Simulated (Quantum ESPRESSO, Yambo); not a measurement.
# NbInO4 (P2/c): G0W0 on several meshes in Yambo, part 2 of 2

Wanted: mesh dependence and cost of G0W0 for NbInO4 (P2/c).

Quantum ESPRESSO 7.5 and Yambo 5.3.0; LDA and many-body steps on it, plane waves. Known limits of the many-body steps: not at the basis limit; no spin-orbit coupling; coarse k mesh.

So far. Step 4 (2×1×1): The gap on the mesh goes from 3.61 eV to 5.60 eV, a correction of +2.00 eV. Step 5 (Empty states on the mesh, 2×2×2 mesh, 128 bands): On this mesh the gap is 3.396 eV.

### Step 6. Conversion and set-up

This step: Yambo 5.3.0; conversion and set-up on LDA, plane waves, norm-conserving pseudopotentials.

On the command line:

```
$ (cd o/x.save; p2y > p2y.log; mv SAVE ../..); yambo > setup.log
```

Log:

```text
 Yambo, version 5.3.0

 [02] CORE Variables Setup
 =========================

  [02.01] Unit cells
  ==================

  Cell kind             :  Unknown
  Atoms in the cell     :  Nb  In  O
  number of Nb atoms    :  2
  number of In atoms    :  2
  number of O  atoms    :   8

  List of atomic masses
  Mass of Nb    :  92.90600
  Mass of In    :  114.8200
  Mass of O     :  15.99900

  List of atomic coordinates    : [cc]
  Nb1       : -0.047926  1.905654  2.429715  order 1
  Nb2       : -0.143777  8.999766  7.289146  order 2
[...]
==========================================

 IBZ Q-points                                      :   8
 BZ  Q-points                                      :   8

 K/Q-points units:
 rlu = crystal or reduced units; cc = cartesian coordinates; iku = interal k-units

 Q [1]          [rlu]:  0.000000  0.000000  0.000000
 Q [2]          [rlu]: -0.96193E-18   0.0000     -0.50000
 Q [3]          [rlu]:  0.000000 -0.500000  0.000000
[...]
Q [7]          [rlu]: -0.50000     -0.50000     -0.71075E-19
 Q [8]          [rlu]:  0.500000  0.500000 -0.500000

  [03.01] X indexes
  =================

   [03.01.01] Sigma indexes
   ========================

 [06] Game Over & Game summary
```

The job ended after 3 s (1 MPI rank of Arm Neoverse V2, shared host; peak memory 0.25 GiB).

### Step 7. 2×2×2

This step: G0W0 on LDA, plane waves, norm-conserving pseudopotentials.

Contents of gw14.in:

```
HF_and_locXC
gw0
dyson
ppa
em1d
rim_cut
RandQpts= 1000000
RandGvec= 1 RL
EXXRLvcs= 80 Ry
VXCRLvcs= 320 Ry
Chimod= "HARTREE"
% BndsRnXp
 1 | 128 |
%
NGsBlkXp= 6.5 Ry
% LongDrXp
 1 | 1 | 1 |
%
% GbndRnge
 1 | 128 |
%
DysSolver= "n"
ExtendOut
PPAPntXp= 27.21138 eV
% QPkrange
 5 | 5 | 57 | 60 |
 3 | 3 | 57 | 60 |
 1 | 1 | 57 | 60 |
%
```

On the command line:

```
$ OMP_NUM_THREADS=2 mpirun -n 4 yambo -F gw14.in -J gw14 -C gw14 > gw14.log
```

Log:

```text
 Yambo, version 5.3.0

 [02] CORE Variables Setup
 =========================

  [... cell, symmetries and grids as in the set-up ...]

  [02.05] Energies & Occupations
  ==============================

  [X] === General ===
  [X] Electronic Temperature                        :  0.000000  0.000000 [eV K]
  [X] Bosonic    Temperature                        :  0.000000  0.000000 [eV K]
  [X] Finite Temperature mode                       : no
  [X] El. density                                   :  0.80827E+24 [cm-3]
  [X] Fermi Level                                   :  9.541688 [eV]

  [X] === Gaps and Widths ===
  [X] Conduction Band Min                           :  3.396010 [eV]
  [X] Valence Band Max                              :  0.000000 [eV]
  [X] Filled Bands                                  :   58
  [X] Empty Bands                                   :   59  128
  [X] Direct Gap                                    :  3.435595 [eV]
  [X] Direct Gap localized at k                     :  3
  [X] Indirect Gap                                  :  3.396010 [eV]
  [X] Indirect Gap between kpts                     :   5   3
  [X] Last valence band width                       :  0.278763 [eV]
  [X] 1st conduction band width                     :  0.593961 [eV]

 [03] Transferred momenta grid and indexing
 ==========================================

 IBZ Q-points                                      :   8
 BZ  Q-points                                      :   8

 K/Q-points units:
 rlu = crystal or reduced units; cc = cartesian coordinates; iku = interal k-units

 Q [1]          [rlu]:  0.000000  0.000000  0.000000
 Q [2]          [rlu]: -0.96193E-18   0.0000     -0.50000
 Q [3]          [rlu]:  0.000000 -0.500000  0.000000
[...]
[xc] E_xc :  -73.79441 [Ha]
      E_xc :  -147.5888 [Ry]

  Local XC kind (lXC) : Slater exchange(X)+Perdew & Wang(C)
  Non-Local XC kind (nlXC) : Hartree-Fock

  Corrections @ K [1] :  [eV]
 <57|nlXC|57> = -24.69205  0.11426E-16 <57|lXC|57> = -19.70121 -0.41059E-22
 <58|nlXC|58> = -24.73071  0.58674E-17 <58|lXC|58> = -19.63696  0.37763E-15
 <59|nlXC|59> = -11.42051 -0.54350E-18 <59|lXC|59> = -17.02178  0.56645E-15
[...]
Corrections @ K [3] :  [eV]
[...]
Corrections @ K [5] :  [eV]
[...]
<59|nlXC|59> = -11.30727  0.67368E-18 <59|lXC|59> = -17.60992  0.94408E-16
 <60|nlXC|60> = -11.56403  0.11681E-17 <60|lXC|60> = -17.70896 -0.94409E-16

 [08] Dyson equation: Newton solver
 ==================================

  [08.01] G0W0 (W PPA)
  ====================

  [  GW  ] Bands range     :    1  128
  [GW/PPA] G damping       :  0.100000 [eV]

  QP @ state[ 1 ] K range:  1  1
  QP @ state[ 1 ] b range:   57   60
  QP @ state[ 2 ] K range:  3  3
  QP @ state[ 2 ] b range:   57   60
  QP @ state[ 3 ] K range:   5   5
  QP @ state[ 3 ] b range:   57   60

   Sc/G bands                                       :    1  128
   Sc/G damping                                     :  0.100000 ev
   Sc bands terminator                              : no
   Sx RL components                                 :  11705

   QP @ state[ 1 ] K range                          :  1  1
   QP @ state[ 1 ] b range                          :   57   60
   QP @ state[ 2 ] K range                          :  3  3
   QP @ state[ 2 ] b range                          :   57   60
   QP @ state[ 3 ] K range                          :   5   5
   QP @ state[ 3 ] b range                          :   57   60
   GF energies kind                                 : Slater exchange(X)+Perdew & Wang(C)
   GF WF`s kind                                     : Slater exchange(X)+Perdew & Wang(C)
   Xs energies kind                                 : Slater exchange(X)+Perdew & Wang(C)
   Xs WF`s kind                                     : Slater exchange(X)+Perdew & Wang(C)

 [11] Game Over & Game summary
```

It took 31 s on 4 MPI ranks; peak memory 4.1 GiB.

This step gave:

```
G0W0 gap on the points computed              : 5.379 eV
starting gap on the mesh                     : 3.396 eV
k of the valence top                         : 0, -0.5, 0
k of the conduction bottom                   : 0, -0.5, 0
least direct G0W0 gap on the computed points : 5.379 eV
Z at the valence top                         : 0.7785
Z at the conduction bottom                   : 0.8209
```

Against G0W0 in Yambo (2×1×1 mesh, 128 bands, screening to 88.4 eV, Godby-Needs plasmon pole), the gap moves by −0.226 eV.

### Step 8. Side by side

Times are wall times on 4 MPI ranks of Arm Neoverse V2, shared host, good to a factor of about two.

```
  run   mesh  bands  screening cutoff (eV)  DFT gap (eV)  gap on the mesh (eV)  direct (eV)   time
2×1×1  2×1×1    128                   88.4         3.608                 5.605        5.648  6.1 s
2×2×2  2×2×2    128                   88.4         3.396                 5.379        5.379   31 s
```

### Step 9. Outcome

* 2×1×1: 5.605 eV
* 2×2×2: 5.379 eV
* known limits: not at the basis limit; no spin-orbit coupling; coarse k mesh

In words: 2×2×2: −0.226 eV against 2×1×1, −0.212 eV of it in the start. Bands and cutoff are finite, so the gap is not at the basis limit. The miss can reach some tenths of an eV and take either sign; the mesh is an error of its own. A denser mesh or path gives a starting gap of 3.27 eV: the GW mesh misses a band edge, so its gaps are not the fundamental one. The 2×1×1 mesh is coarse for this cell, which bears on the long-range parts of exchange and screening. The many-body steps are scalar-relativistic: spin-orbit coupling is not in them.

[Paths, hosts, dates, memory and timing lines, banners, echoed tables and standing remarks are left out of the program output.]

[Logs are printed without paths, hosts, clocks, repeated set-up lines and the standing remarks that a program may print on its own settings, such as how far it seeks lower states.]

[Runs of the session that timed out or met a known fault of the program may be left out.]

[Hosts, paths, dates, database ids (printed as entryN), source tags and the programs' standing remarks are cut or masked in the printed files.]
